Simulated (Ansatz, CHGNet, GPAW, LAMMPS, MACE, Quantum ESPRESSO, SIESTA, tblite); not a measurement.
# Amorphous 29Ga2O3-71GeO2 (mol %) (86 atoms): one structure in several programs

How near do other programs and methods come to a plane-wave reference for amorphous 29Ga2O3-71GeO2 (mol %) (86 atoms)? A plane-wave run serves as the reference.

Main program and level: Ansatz 0.2.0; Kohn-Sham DFT, PBE, PAW, plane waves.

### 1. Set-up

The cell holds 86 atoms: 14 Ga, 17 Ge and 55 O. Its edges and angles: a = 10.359 Å, b = 10.359 Å, c = 10.359 Å, α = 90.0°, β = 90.0°, γ = 90.0°. 86 atoms (14 Fe, 17 Ge, 55 O) placed at random at 4.41 g/cm³, melted at 5000 K for 10 ps at fixed volume with the Morse and Coulomb pair potential with partial charges (Pedone, Malavasi, Menziani, Cormack and Segre, J. Phys. Chem. B 110, 11780 (2006)). Quenched from 5000 K to 300 K at 100 K/ps and fixed volume, held 5 ps, then minimised at fixed cell. Then Fe was replaced by Ga and the cell scaled by 1.006 (the potential has no terms for the new elements, so the cell is a start for a DFT relaxation).

### 2. Reference: Ansatz, plane waves

The PAW files are the set soft_2.

File input.yaml:

```yaml
crystal:
  lattice:
    - [10.35908, 0.0, 0.0]
    - [0.0, 10.35908, 0.0]
    - [0.0, 0.0, 10.35908]
  atoms:
    - { symbol: Ga, position: [0.44238, 0.4341, 0.60658] }
    - { symbol: Ga, position: [0.87436, 0.1856, 0.7331] }
    - { symbol: Ga, position: [0.58775, 0.22056, 0.69324] }
    - { symbol: Ga, position: [0.52371, 0.93883, 0.23401] }
    [... 76 atom lines left out ...]
    - { symbol: O, position: [0.73838, 0.18094, 0.58706] }
    - { symbol: O, position: [0.84925, 0.21153, 0.37226] }
    - { symbol: O, position: [0.08376, 0.34166, 0.4277] }
    - { symbol: O, position: [0.0158, 0.16034, 0.86478] }
    - { symbol: O, position: [0.39102, 0.90294, 0.90065] }
    - { symbol: O, position: [0.77774, 0.89705, 0.31954] }
kpoints:
  mp_grid: { grid: [1, 1, 1] }
hamiltonian:
  xc: pbe
scf:
  occupations: { method: fermi_dirac, width: 0.05 }
output:
  forces: true
  eigenvalues: true
  populations: true
  stress: true
```

Launch:

```console
$ ansatz run input.yaml --threads 4 --pin off --max-ram 8192MiB --backend cpu --events-out ev --progress --plain --runs-dir out
```

Log:

```text
[...]
Pseudopotentials: kind: paw
Pseudopotential: Ga, paw, valence charge 13, recommended cutoff 420 eV (normal), Ga.paw.azcp
Pseudopotential: Ge, paw, valence charge 14, recommended cutoff 420 eV (normal), Ge.paw.azcp
Pseudopotential: O, paw, valence charge 6, recommended cutoff 420 eV (normal), O.paw.azcp
[... 5 lines on functional and potentials left out ...]
Crystal: 86 atoms, lattice volume = 1111.638 Å³
Basis set: ecut = 420 eV, 21823 PW (Γ), exchange–correlation on 144×144×144 points (8 copies of the dense FFT grid, shifted against one another)
Bands: 461, of which v1, the nominal top of the filled ones, is band 375 counted from 1 (374 counted from 0)
Symmetry: 1 space group operations
Space group: P1 (ITA 1), of the structure as read, at distance tolerance 1.0e-4 Å
k-points: 1
[... 7 lines on functional and potentials left out ...]
Initial density: superposition of atomic densities (neutral atoms: chi_scale 0, normalization atom), corrected by the library's trained network
Initial wavefunctions: pseudopotential atomic-orbital guess
[...]
SCF iter   1: F=—  HF=-157174.246521 eV  |F-HF|=—  |Δ(HF+E_count)|=         —  Δρ=3.34e-3  dr2=1.39e-1  ethr=1.77e-3  ⟨swp⟩=5.0  Hψ=1701  notcnv=0  defer=45
preconditioner: auto → Resta (q_TF=auto, 2.555 Å⁻¹)  ε∞=3.5  [insulator: Δε(μ)=0.742 eV  Ē_g=19.171 eV  σ=0.050 eV  W_gap=1.00  n_scr=304 (ndim 8)  ℏωp=30.5 eV  f_vac=0.137  D(μ)=0.05/eV (n_scr^D=0)  ε∞_Penn≈3.5]
[...]
SCF iter   9: F=—  HF=-157174.236138 eV  |F-HF|=—  |Δ(HF+E_count)|=   6.84e-7  Δρ=5.08e-6  dr2=3.03e-7  ethr=3.12e-10  ⟨swp⟩=2.0  Hψ=757  notcnv=0  defer=76
SCF iter  10: F=-157174.236138 eV  HF=-157174.236138 eV  |F-HF|=2.43e-8  |Δ(HF+E_count)|=   2.33e-7  Δρ=2.44e-6  dr2=6.82e-8  ethr=1.33e-11  ⟨swp⟩=11.0  Hψ=2098  notcnv=0
SCF 1 converged in 10 iterations: F = -157174.236138 eV  dr2 = 6.82e-8
[...]
SCF converged after 10 iterations
Free energy (F): -157174.236138 eV
Harris-Foulkes:  -157174.236138 eV  (|F-HF|=2.43e-8)
Internal energy: -157174.233887 eV  (E = F + TS)
E sigma→0 (E₀):  -157174.235012 eV
Entropy (-TS):   -0.002251 eV (-0.026 meV/atom)
Fermi energy:    6.191599 eV
--- Per-component energies (eV) ---
[...]
Σ components = -157174.236138   (vs F -157174.236138, Δ=0.00e0)
--- Forces (eV/Å), atoms counted from 1 ---
  atom   1  Ga    -0.19869758     0.15910951    -0.00219354
  atom   2  Ga    -0.01378212    -0.67279841     0.06059794
  atom   3  Ga    -0.19559723    -1.11415741     0.33296463
  atom   4  Ga     0.48020306     0.18457763     0.25528225
[...]
atom  86  O      0.12256013     0.73056433    -0.79573309
  max |Σ_I F_I| component: 8.17e-5 eV/Å
--- Stress (GPa, compression-positive) ---
       -1.394709      -0.223733      -0.671843
       -0.223733      -1.519805      -0.238971
       -0.671843      -0.238971      -3.127282
  P = ⅓ Tr σ = -2.0139 GPa (-20.139 kbar)
--- Band table (eV) ---
  k-point 0: bands = ["-19.3032", "-19.2743", "-19.2488", "-19.1803", [... 445 levels ...], "15.1375", "15.1876", "15.1999", "15.2294", "15.2915", "15.3662", "15.4689", "15.5021", "15.5370", "15.5758", "15.6602", "15.6910"]
--- Löwdin populations: 86 sites ---
  site symbol       q [e]
     0     Ga     11.9544
     1     Ga     11.9754
     2     Ga     11.9652
[...]
85      O      6.6741
  spilling = 0.004166 (of n_electrons = 750.000000)
```

It took 24 s on 4 threads of Arm Neoverse V1, shared host; peak memory 1.7 GiB.

The column dr2 measures how far the density is from self-consistency, as an energy; F and HF (Harris–Foulkes) agree once it is small.

Read from the output:

```
free energy                                      : -157174.2361 eV
free energy per atom                             : -1827.6074 eV/atom
SCF cycles                                       : 10
pressure                                         : -2.014 GPa
r.m.s. force component                           : 0.8952 eV/Å
longest force                                    : 2.886 eV/Å
Fermi energy                                     : 6.192 eV
gap (highest filled to lowest empty level) : 0.6548 eV
spilling of the projection                       : 0.004166
```

Neighbours are counted within 2.27 Å (O-Ge), 2.43 Å (O-Ga).

Length of the force by element and coordination:

```
element  coordination  atoms  mean length of the force (eV/Å)  spread   least   most
     Ga           all     14                             1.01   0.553   0.255   2.24
     Ga             4      3                             1.03   0.854   0.387   2.24
     Ga             5     10                            0.913   0.349   0.255   1.60
     Ga             6      1                             1.89       0    1.89   1.89
     Ge           all     17                             1.25   0.359   0.557   2.07
     Ge             4     13                             1.29   0.286   0.964   2.07
     Ge             5      3                             1.33   0.449   0.804   1.90
     Ge             6      1                            0.557       0   0.557  0.557
      O           all     55                             1.57   0.649  0.0328   2.89
      O             2     27                             1.32   0.618  0.0328   2.56
      O             3     25                             1.85   0.588   0.612   2.89
      O             4      3                             1.54   0.433    1.18   2.15
```

Löwdin charges by element and coordination (they lack the spilled electrons, 0.036 e an atom on average):

```
element  coordination  atoms  mean charge (e)  spread   least    most
     Ga           all     14             1.02  0.0178   0.972    1.05
     Ga             4      3             1.03  0.0066    1.02    1.03
     Ga             5     10             1.02    0.02   0.972    1.05
     Ga             6      1             1.01       0    1.01    1.01
     Ge           all     17             1.60  0.0341    1.52    1.65
     Ge             4     13             1.62  0.0174    1.58    1.65
     Ge             5      3             1.56  0.0179    1.53    1.58
     Ge             6      1             1.52       0    1.52    1.52
      O           all     55           -0.697  0.0386   -0.78  -0.617
      O             2     27           -0.726  0.0307   -0.78  -0.659
      O             3     25           -0.672  0.0195  -0.710  -0.617
      O             4      3           -0.644  0.0124  -0.653  -0.626
```

The levels nearest the highest filled one (over half full), pooled over k-points and spins:

```
level less the highest filled one (eV)  occupation
                                -0.382           2
                                -0.335           2
                                -0.278           2
                                -0.211           2
                                -0.166           2
                                     0        2.00
                                 0.655       0.003
                                  2.25           0
                                  2.63           0
                                  2.76           0
                                  3.12           0
                                  3.21           0
```

### 3. The ladder

The programs:
- CHGNet: machine-learned potential, published weights.
- GPAW 26.7.0: PAW with atomic orbitals (LCAO), plane waves or a real-space grid of spacing h.
- MACE: machine-learned potential, published weights.
- Quantum ESPRESSO 7.5: plane waves; labels (QE) give functional, pseudopotential set and cutoffs of waves/density.
- SIESTA 5.4.2: numerical atomic orbitals, whose automatically made sets are far from complete, with PseudoDojo norm-conserving potentials that we converted to its format (checked against plane waves on the same files for H, C, O, Si, Ge and Ca alone); labels give functional, basis size, energy shift and mesh cutoff.
- tblite 0.8.0: extended tight binding, driven from Python.

All use the same cell and atoms; the electronic-structure runs use the same k-mesh, and an electronic temperature of 580 K (0.05 eV) where levels are smeared.

Differences are against the plane-wave reference, forces as r.m.s. over components; share is that over the reference's r.m.s. force, slope the least-squares factor from reference forces to these. Total energies of different programs have different zeros and aren't compared.

```
                                                 run  Δ force, r.m.s. (meV/Å)  share (%)  slope  Δ pressure (GPa)  Δ gap (eV)  cores  CPU time  memory (GiB)
                                           reference                        -          -      -                 -           -      4      93 s           1.7
                             CHGNet r2SCAN potential                      317       35.4  0.692             -4.66           -      1     3.2 s           1.3
                        GPAW PBE, LCAO dzp, h 0.18 Å                      383       42.8  1.192                 -      -0.155      1   3.5 min           1.5
  GPAW PBE, LCAO dzp, h 0.18 Å, other mixer settings                      381       42.5  1.191                 -      -0.158      2   3.8 min           1.6
           GPAW PBE, LCAO sz(dzp), h 0.18 Å (coarse)                      647       72.2  1.347                 -      -0.380      1      67 s           1.1
          GPAW PBE, LCAO szp(dzp), h 0.18 Å (coarse)                      451       50.3  1.245                 -      -0.249      1   2.6 min           1.4
                        GPAW PBE, plane waves 550 eV                      192       21.5  1.076             -5.89     -0.0596      2   7.3 min           1.7
                        MACE MP-0b3 medium potential                     93.7       10.5  0.942            -0.517           -      1     8.1 s           1.1
                         MACE MPA-0 medium potential                     86.7       9.68  0.956            -0.427           -      1     7.3 s           1.1
            QE PBE, sssp-1.3.0-efficiency, 60/480 Ry                     25.9       2.89  0.980            -0.486     -0.0101      4    23 min           3.6
SIESTA PBE, DZP, shift 0.01 Ry, mesh 150 Ry (coarse)                      318       35.5  1.260              5.18      -0.158      2   2.1 min          0.91
         SIESTA PBE, DZP, shift 0.01 Ry, mesh 500 Ry                      321       35.8  1.264              4.99      -0.157      2   8.2 min           2.4
 SIESTA PBE, SZ, shift 0.01 Ry, mesh 500 Ry (coarse)                      710       79.4  1.490              9.06           -      1   2.7 min           1.0
                                     tblite GFN1-xTB                      554       61.9  0.509            -0.176           -      1       7 s          0.14
```

Rows marked coarse were listed beforehand as settings not expected to be converged; some can still land near the reference.

Times of the machine-learned potentials are mostly Python's start and the loading of weights.

CPU time is summed over cores on a shared host, where runs went side by side, so it is rough. Symmetry, cutoffs, thresholds, outputs and thread counts weren't matched or tuned between programs; memory under MPI is the largest rank's times the ranks.

Mean charges by element (e), by run and scheme:

```
                                        run     scheme     Ga     Ge      O
                                  reference     Löwdin  +1.02  +1.60  -0.70
SIESTA PBE, DZP, shift 0.01 Ry, mesh 500 Ry  Hirshfeld  +0.46  +0.52  -0.28
                            tblite GFN1-xTB   Mulliken  +0.52  +0.68  -0.34
```

The reference's Löwdin charges lack the electrons that the projection spills, 0.036 e an atom on average.

Within one program, basis, potentials and functional, energies share a zero. Each run against its twin at the usual cutoff or grid and solver:

```
                                               run                             twin  Δ energy (meV/atom)  Δ force, r.m.s. (meV/Å)        CPU time over the twin's
GPAW PBE, LCAO dzp, h 0.18 Å, other mixer settings               LCAO dzp, h 0.18 Å               2.0e-4                     5.21  1.1 (this twin ran on 1 cores)
       SIESTA PBE, DZP, shift 0.01 Ry, mesh 150 Ry  DZP, shift 0.01 Ry, mesh 500 Ry                -9.31                     33.3                            0.26
```

### 4. Results

| Property | Result |
| --- | --- |
| reference r.m.s. force component | 0.895 eV/Å |
| nearest in forces | QE PBE, sssp-1.3.0-efficiency, 60/480 Ry, 2.9 % |
| farthest in forces | SIESTA PBE, SZ, shift 0.01 Ry, mesh 500 Ry (coarse), 79 % |
| cheapest electronic-structure run beside the reference | tblite GFN1-xTB, 7 s of CPU time |

What this shows: PBE on plane waves or a grid with other potentials, cutoffs or grids, coarse settings apart, differs from the reference by 2.9 % (QE PBE, sssp-1.3.0-efficiency, 60/480 Ry) to 21 % (GPAW PBE, plane waves 550 eV) of the r.m.s. force; this holds the reference's own error, so differences of a few per cent don't tell which side is nearer the exact PBE result (QE's 60 Ry are 816 eV, against the reference's 420 eV). GPAW PBE, plane waves 550 eV stands apart from the other plane-wave or grid runs, so its own grid or potentials are the likelier cause. The PBE runs in local orbitals, coarse settings apart, differ by 36 % (SIESTA PBE, DZP, shift 0.01 Ry, mesh 500 Ry) to 43 % (GPAW PBE, LCAO dzp, h 0.18 Å); basis, grid and potentials can all enter. Tight binding differs by 62 % (tblite GFN1-xTB); it is another model, with fitted parameters of its own, and the xTB methods hold dispersion. Machine-learned potentials differ by 9.7 % (MACE MPA-0 medium potential) to 35 % (CHGNet r2SCAN potential); they were trained on other programs' data, some at another functional. Runs with settings chosen to be coarse differ by 36 % (SIESTA PBE, DZP, shift 0.01 Ry, mesh 150 Ry) to 79 % (SIESTA PBE, SZ, shift 0.01 Ry, mesh 500 Ry), their programs' other errors included. One electronic-structure run takes under half the reference's CPU time: tblite GFN1-xTB, at 62 % in 7 s against 93 s, too far off to be of use. SIESTA PBE, DZP, shift 0.01 Ry, mesh 500 Ry stiffens the forces by a factor of 1.26 while following their directions (correlation 0.982); the slopes of the 3 SIESTA runs lie between 1.26 and 1.49; the difference isn't even, but is largest on one element. At the same functional, gaps differ from the reference's 0.655 eV by between -0.38 and -0.01 eV. In pressure, SIESTA PBE, SZ, shift 0.01 Ry, mesh 500 Ry misses by +9.1 GPa, at the same functional. Charges hang on model, scheme and program or settings: among these rows the mean for Ge runs from +0.52 to +1.60 e. In the reference: filled and empty levels are parted by 0.655 eV (at Γ alone); a semilocal functional tends to put such gaps too low. In a disordered cell it changes from sample to sample, and tail or defect levels can set it. In the reference: mean Löwdin charges: Ga +1.02, Ge +1.60, O -0.70 e (they miss 0.42 % of the electrons, so they add up to more than the cell's charge). Periodic xTB results under one method name differ between programs and library versions. The potentials hold different valence shells: 750 electrons in the reference, 440 in GPAW; this bears on time and differences. GPAW's setups keep the filled d shell of Ga and Ge in the core. GPAW's Ga setup keeps the 3d shell in the core. Machine-learned potentials mimic data converged in k, so the reference's own k-point error enters their differences. The quench rate of 100 K/ps is many orders above laboratory rates, so the cell is likely richer in defects and strain than a real sample. The network of bonds at the start is that of the classical potential that made the cell, and needn't be the one that DFT or experiment would give. The reference's pressure of -2.0 GPa belongs to a cell and atoms that aren't relaxed at this level. The electronic-structure runs sample only Γ, in a cell whose shortest periodic width is 10 Å.

[Also dropped from logs without a mark: logging warnings of Python, and SIESTA's first energy breakdown and zero terms.]

[Logs are printed without paths, hosts, clocks, repeated set-up lines and the standing remarks that a program may print on its own settings, such as how far it seeks lower states.]

[Hosts, paths, dates, database ids (printed as entryN), source tags and the programs' standing remarks are cut or masked in the printed files.]
